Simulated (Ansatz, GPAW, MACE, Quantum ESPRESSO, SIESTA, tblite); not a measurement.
## Nb(100)/C(110) interface (68 atoms): one structure in several programs

Aim: run Nb(100)/C(110) interface (68 atoms) in several programs and set results and cost side by side. A plane-wave run serves as the reference.

Calculated with Ansatz 0.2.0; Kohn-Sham DFT, PBE, PAW, plane waves.

## (1) The structure

The cell holds 68 atoms: 20 Nb and 48 C. Its edges and angles: a = 7.134 Å, b = 7.567 Å, c = 22.999 Å, α = 90.0°, β = 90.0°, γ = 90.0°. Bcc Nb(100), 4 repeat layers, 5 surface cells, strained -3.32 and +2.54 %; diamond-structure C(110), 4 layers, 6 cells, -0.00 and -0.00 %; outer planes 2.25 Å apart, 12 Å of vacuum above; not relaxed, displaced by a Gaussian of 0.02 Å. Then every atom was moved at random, 0.05 Å r.m.s. a Cartesian component. Regions: Nb, 20 atoms (20 Nb); C, 48 atoms (48 C). Vacuum lies along c.

## (2) Plane-wave reference

The PAW files are the set soft_2.

Contents of input.yaml:

```yaml
crystal:
  lattice:
    - [7.134, 0.0, 0.0]
    - [0.0, 7.5667, 0.0]
    - [0.0, 0.0, 22.99872]
  atoms:
    - { symbol: Nb, position: [0.79977, 0.40014, 0.26019] }
    - { symbol: Nb, position: [0.69995, 0.09245, 0.33394] }
    - { symbol: Nb, position: [0.80247, 0.39155, 0.40588] }
    - { symbol: Nb, position: [0.506, 0.50286, 0.47275] }
    [... 58 atom lines left out ...]
    - { symbol: C, position: [0.79667, 0.25385, 0.62942] }
    - { symbol: C, position: [0.92517, 0.4243, 0.63216] }
    - { symbol: C, position: [0.05025, 0.42038, 0.68587] }
    - { symbol: C, position: [0.67016, 0.26803, 0.68344] }
    - { symbol: C, position: [0.79912, 0.25378, 0.74299] }
    - { symbol: C, position: [0.91764, 0.42671, 0.73877] }
kpoints:
  mp_grid: { grid: [1, 1, 1] }
hamiltonian:
  xc: pbe
scf:
  occupations: { method: fermi_dirac, width: 0.05 }
output:
  forces: true
  eigenvalues: true
  populations: true
```

The run is started by

```sh
> ansatz run input.yaml --threads 4 --pin off --max-ram 8192MiB --backend cpu --events-out ev --progress --plain --runs-dir out
```

The program printed:

```text
[...]
Pseudopotentials: kind: paw
Pseudopotential: Nb, paw, valence charge 13, recommended cutoff 420 eV (normal), Nb.paw.azcp
Pseudopotential: C, paw, valence charge 4, recommended cutoff 420 eV (normal), C.paw.azcp
[... 5 lines on functional and potentials left out ...]
Crystal: 68 atoms, lattice volume = 1241.490 Å³
Basis set: ecut = 420 eV, 24235 PW (Γ), exchange–correlation on 96×108×320 points (8 copies of the dense FFT grid, shifted against one another)
Bands: 294, of which v1, the nominal top of the filled ones, is band 226 counted from 1 (225 counted from 0)
Symmetry: 1 space group operations
Space group: P1 (ITA 1), of the structure as read, at distance tolerance 1.1e-4 Å
k-points: 1
[... 5 lines on functional and potentials left out ...]
Initial density: superposition of atomic densities (neutral atoms: chi_scale 0, normalization atom), corrected by the library's trained network
Initial wavefunctions: pseudopotential atomic-orbital guess
[...]
SCF iter   1: F=—  HF=-103027.852661 eV  |F-HF|=—  |Δ(HF+E_count)|=         —  Δρ=2.47e-2  dr2=1.74e2  ethr=1.77e-3  ⟨swp⟩=9.0  Hψ=1579  notcnv=0  defer=9
preconditioner: auto → LDOS  [metal: Δε(μ)=0.097 eV  Ē_g=8.398 eV  σ=0.050 eV  W_gap=0.45  n_scr=252 (ndim 8)  ℏωp=18.0 eV  f_vac=0.379  D(μ)=35.67/eV (n_scr^D=252)  β→1.0]
[...]
SCF iter  14: F=—  HF=-103025.217024 eV  |F-HF|=—  |Δ(HF+E_count)|=   6.04e-8  Δρ=2.57e-6  dr2=1.65e-7  ethr=1.66e-10  ⟨swp⟩=2.0  Hψ=340  notcnv=0  defer=37
SCF iter  15: F=-103025.217024 eV  HF=-103025.217024 eV  |F-HF|=1.00e-8  |Δ(HF+E_count)|=   2.10e-8  Δρ=1.34e-6  dr2=4.10e-8  ethr=2.21e-11  ⟨swp⟩=21.0  Hψ=1414  notcnv=0
SCF 1 converged in 15 iterations: F = -103025.217024 eV  dr2 = 4.10e-8
[...]
SCF converged after 15 iterations
Free energy (F): -103025.217024 eV
Harris-Foulkes:  -103025.217024 eV  (|F-HF|=1.00e-8)
Internal energy: -103024.773789 eV  (E = F + TS)
E sigma→0 (E₀):  -103024.995407 eV
Entropy (-TS):   -0.443235 eV (-6.518 meV/atom)
Fermi energy:    5.952935 eV
--- Per-component energies (eV) ---
[...]
Σ components = -103025.217024   (vs F -103025.217024, Δ=0.00e0)
--- Forces (eV/Å), atoms counted from 1 ---
  atom   1  Nb    -0.27729453    -0.21196757    -0.55676026
  atom   2  Nb     0.05539216     0.40384571    -0.40204799
  atom   3  Nb    -0.29835694     0.25614683    -0.73019361
  atom   4  Nb    -0.17425206     1.00773709     4.43496114
[...]
atom  68  C     -4.02038226    -0.24329248    -0.66900029
  max |Σ_I F_I| component: 3.02e-5 eV/Å
--- Band table (eV) ---
  k-point 0: bands = ["-49.2414", "-49.1141", "-49.0800", "-49.0664", [... 278 levels ...], "9.6694", "9.7372", "9.7922", "9.8441", "9.8816", "9.9014", "9.9520", "10.0035", "10.0307", "10.0928", "10.2218", "10.2934"]
--- Löwdin populations: 68 sites ---
  site symbol       q [e]
     0     Nb     12.9408
     1     Nb     12.9269
     2     Nb     13.0026
[...]
67      C      3.9684
  spilling = 0.005356 (of n_electrons = 452.000000)
```

Elapsed: 17 s, on 4 threads of Arm Neoverse V1, shared host; peak memory 1.4 GiB; 65 s of CPU time.

Reading the cycles: dr2 is the Hartree energy of the density residual (eV), the measure of convergence; HF is the Harris–Foulkes estimate of the energy, which meets the free energy F at convergence.

The run gave:

* free energy: -103025.2170 eV
* free energy per atom: -1515.0767 eV/atom
* SCF cycles: 15
* r.m.s. force component: 2.342 eV/Å
* longest force: 9.325 eV/Å
* Fermi energy: 5.953 eV
* levels partly filled by over 2 per cent: 11
* spilling of the projection: 0.005356

Length of the force by element:

```
element  coordination  atoms  mean length of the force (eV/Å)  spread  least  most
      C           all     48                             4.33    1.59   1.10  9.33
     Nb           all     20                             1.62    1.51  0.106  4.55
```

Löwdin charges by element (they lack the spilled electrons, 0.036 e an atom on average):

```
element  coordination  atoms  mean charge (e)  spread    least    most
      C           all     48          -0.0029  0.0683   -0.164  0.0707
     Nb           all     20            0.128   0.127  -0.0039   0.409
```

By region:

```
region  atoms  mean length of the force (eV/Å)
    Nb     20                             1.62
     C     48                             4.33
```

The levels nearest the highest filled one (over half full), pooled over k-points and spins:

```
level less the highest filled one (eV)  occupation
                                -0.171        1.98
                                -0.141        1.96
                                -0.139        1.96
                               -0.0807        1.86
                               -0.0495        1.76
                                     0        1.46
                                0.0525       0.977
                                0.0588       0.914
                                0.0874       0.644
                                 0.131       0.331
                                 0.201       0.094
                                 0.242       0.042
```

## (3) Structure statistics

Normalised to the volume that the atoms fill. g(r), total and by pair (bins of 0.2 Å):

```
r (Å)  total   C-C  C-Nb  Nb-Nb
 1.30   0.26  0.53  0.00   0.00
 1.50   3.03  6.09  0.00   0.00
 1.70   1.03  2.07  0.00   0.00
 1.90   0.00  0.00  0.00   0.00
 2.10   0.00  0.00  0.00   0.00
 2.30   0.37  0.66  0.10   0.00
 2.50   3.27  6.43  0.14   0.00
 2.70   1.04  1.45  0.16   2.83
 2.90   2.58  3.79  0.10   7.51
 3.10   1.02  1.73  0.09   1.28
 3.30   0.53  0.02  0.22   4.95
 3.50   0.73  1.22  0.19   0.47
 3.70   0.59  1.08  0.13   0.00
 3.90   1.27  2.33  0.27   0.00
 4.10   0.22  0.23  0.24   0.00
 4.30   1.52  2.75  0.35   0.08
 4.50   1.44  2.30  0.29   2.00
 4.70   1.12  1.57  0.25   2.70
 4.90   0.45  0.52  0.35   0.48
 5.10   0.79  1.29  0.33   0.11
 5.30   1.23  1.83  0.35   2.04
 5.50   0.90  0.74  0.38   4.26
 5.70   1.10  1.54  0.46   1.62
 5.90   0.53  0.63  0.45   0.37
 6.10   0.40  0.43  0.46   0.00
 6.30   0.77  1.17  0.42   0.18
 6.50   0.67  0.89  0.44   0.53
 6.70   1.40  2.26  0.56   0.57
```

## (4) The other programs

The programs:
- GPAW 26.7.0: PAW with atomic orbitals (LCAO), plane waves or a real-space grid of spacing h.
- MACE: machine-learned potential, published weights.
- Quantum ESPRESSO 7.5: plane waves; labels (QE) give functional, pseudopotential set and cutoffs of waves/density.
- SIESTA 5.4.2: numerical atomic orbitals, whose automatically made sets are far from complete, with PseudoDojo norm-conserving potentials that we converted to its format (checked against plane waves on the same files for H, C, O, Si, Ge and Ca alone); labels give functional, basis size, energy shift and mesh cutoff.
- tblite 0.8.0: extended tight binding, driven from Python.

All use the same cell and atoms; the electronic-structure runs use the same k-mesh, and an electronic temperature of 580 K (0.05 eV) where levels are smeared.

Differences are against the plane-wave reference, forces as r.m.s. over components; share is that over the reference's r.m.s. force, slope the least-squares factor from reference forces to these. Total energies of different programs have different zeros and aren't compared.

```
                                                 run  Δ force, r.m.s. (meV/Å)  share (%)  slope  cores  CPU time  memory (GiB)
                                           reference                        -          -      -      4      65 s           1.4
               GPAW PBE, LCAO dzp, h 0.28 Å (coarse)                      270       11.5  1.025      1   6.5 min          0.69
                    GPAW PBE, grid h 0.24 Å (coarse)                      673       28.7  0.921      2   9.2 min           1.4
                         MACE MP-0b2 small potential                      471       20.1  0.917      1     7.2 s          0.66
                        MACE MP-0b3 medium potential                      579       24.7  0.846      1     8.3 s           1.1
                         MACE MPA-0 medium potential                      667       28.5  0.819      1     8.3 s           1.1
            QE PBE, sssp-1.3.0-efficiency, 45/360 Ry                     7.00      0.299  1.001      4    16 min           2.6
 SIESTA PBE, DZ, shift 0.01 Ry, mesh 300 Ry (coarse)                      369       15.8  1.071      1   3.2 min           0.7
        SIESTA PBE, DZP, shift 0.002 Ry, mesh 300 Ry                      268       11.5  1.034      2    21 min           1.9
SIESTA PBE, DZP, shift 0.01 Ry, mesh 100 Ry (coarse)                      237       10.1  1.035      1   2.5 min          0.47
         SIESTA PBE, DZP, shift 0.01 Ry, mesh 300 Ry                      237       10.1  1.035      2   9.1 min           1.3
 SIESTA PBE, SZ, shift 0.01 Ry, mesh 300 Ry (coarse)                     1069       45.6  1.142      1     2 min          0.58
                                     tblite GFN1-xTB                      541       23.1  0.973      1     3.3 s          0.11
```

Rows marked coarse were listed beforehand as settings not expected to be converged; some can still land near the reference.

Times of the machine-learned potentials are mostly Python's start and the loading of weights.

CPU time is summed over cores on a shared host, where runs went side by side, so it is rough. Symmetry, cutoffs, thresholds, outputs and thread counts weren't matched or tuned between programs; memory under MPI is the largest rank's times the ranks.

Runs without a result: GPAW PBE, LCAO dzp, h 0.2 Å (cut off at its time limit of 9.9 min); GPAW PBE, LCAO szp(dzp), h 0.2 Å (cut off at its time limit of 5.7 min); GPAW PBE, LCAO dzp, h 0.2 Å, other mixer settings (cut off at its time limit of 16 min).

Mean charges by element (e), by run and scheme:

```
                                         run     scheme     Nb      C
                                   reference     Löwdin  +0.13   0.00
SIESTA PBE, DZP, shift 0.002 Ry, mesh 300 Ry  Hirshfeld  +0.04  -0.02
 SIESTA PBE, DZP, shift 0.01 Ry, mesh 300 Ry  Hirshfeld  +0.04  -0.01
                             tblite GFN1-xTB   Mulliken  +0.03  -0.01
```

The reference's Löwdin charges lack the electrons that the projection spills, 0.036 e an atom on average.

Within one program, basis, potentials and functional, energies share a zero. Each run against its twin at the usual cutoff or grid and solver:

```
                                        run                             twin  Δ energy (meV/atom)  Δ force, r.m.s. (meV/Å)         CPU time over the twin's
SIESTA PBE, DZP, shift 0.01 Ry, mesh 100 Ry  DZP, shift 0.01 Ry, mesh 300 Ry                -1.11                     3.36  0.28 (this twin ran on 2 cores)
```

## (5) What came out

```
reference r.m.s. force component                       : 2.34 eV/Å
nearest in forces                                      : QE PBE, sssp-1.3.0-efficiency, 45/360 Ry, 0.30 %
farthest in forces                                     : SIESTA PBE, SZ, shift 0.01 Ry, mesh 300 Ry (coarse), 46 %
cheapest electronic-structure run beside the reference : tblite GFN1-xTB, 3.3 s of CPU time
```

What this shows: PBE on plane waves or a grid with other potentials, cutoffs or grids, coarse settings apart, differs from the reference by 0.30 % (QE PBE, sssp-1.3.0-efficiency, 45/360 Ry) of the r.m.s. force; this holds the reference's own error, so differences of a few per cent don't tell which side is nearer the exact PBE result (QE's 45 Ry are 612 eV, against the reference's 420 eV). The PBE runs in local orbitals, coarse settings apart, differ by 10 % (SIESTA PBE, DZP, shift 0.01 Ry, mesh 300 Ry) to 11 % (SIESTA PBE, DZP, shift 0.002 Ry, mesh 300 Ry); basis, grid and potentials can all enter. Tight binding differs by 23 % (tblite GFN1-xTB); it is another model, with fitted parameters of its own, and the xTB methods hold dispersion. Machine-learned potentials differ by 20 % (MACE MP-0b2 small potential) to 28 % (MACE MPA-0 medium potential); they were trained on other programs' data. Among those trained on PBE data the slope goes as low as 0.82, which softening far from their training structures can give, though the reference's k-sampling is untested too. Runs with settings chosen to be coarse differ by 10 % (SIESTA PBE, DZP, shift 0.01 Ry, mesh 100 Ry) to 46 % (SIESTA PBE, SZ, shift 0.01 Ry, mesh 300 Ry), their programs' other errors included. One electronic-structure run takes under half the reference's CPU time: tblite GFN1-xTB, at 23 % in 3.3 s against 65 s. Charges hang on model, scheme and program or settings: among these rows the mean for Nb runs from +0.03 to +0.13 e. In the reference: 11 levels are partly filled, by over 2 % (at Γ alone): at this level the cell shows no clear gap. Levels of broken or missing bonds inside a gap of the host would look the same. In the reference: mean Löwdin charges: C -0.00, Nb +0.13 e (they miss 0.54 % of the electrons, so they add up to more than the cell's charge). Periodic xTB results under one method name differ between programs and library versions. Machine-learned potentials mimic data converged in k, so the reference's own k-point error enters their differences. The host structure and its lattice constant were typed by rule, without a check against the phase diagram. The electronic-structure runs sample only Γ, in a cell whose shortest periodic width is 7 Å, which is coarse for a cell with partly filled levels.

[Also dropped from logs without a mark: logging warnings of Python, and SIESTA's first energy breakdown and zero terms.]

[Logs are printed without paths, hosts, clocks, repeated set-up lines and the standing remarks that a program may print on its own settings, such as how far it seeks lower states.]

[Hosts, paths, dates, database ids (printed as entryN), source tags and the programs' standing remarks are cut or masked in the printed files.]
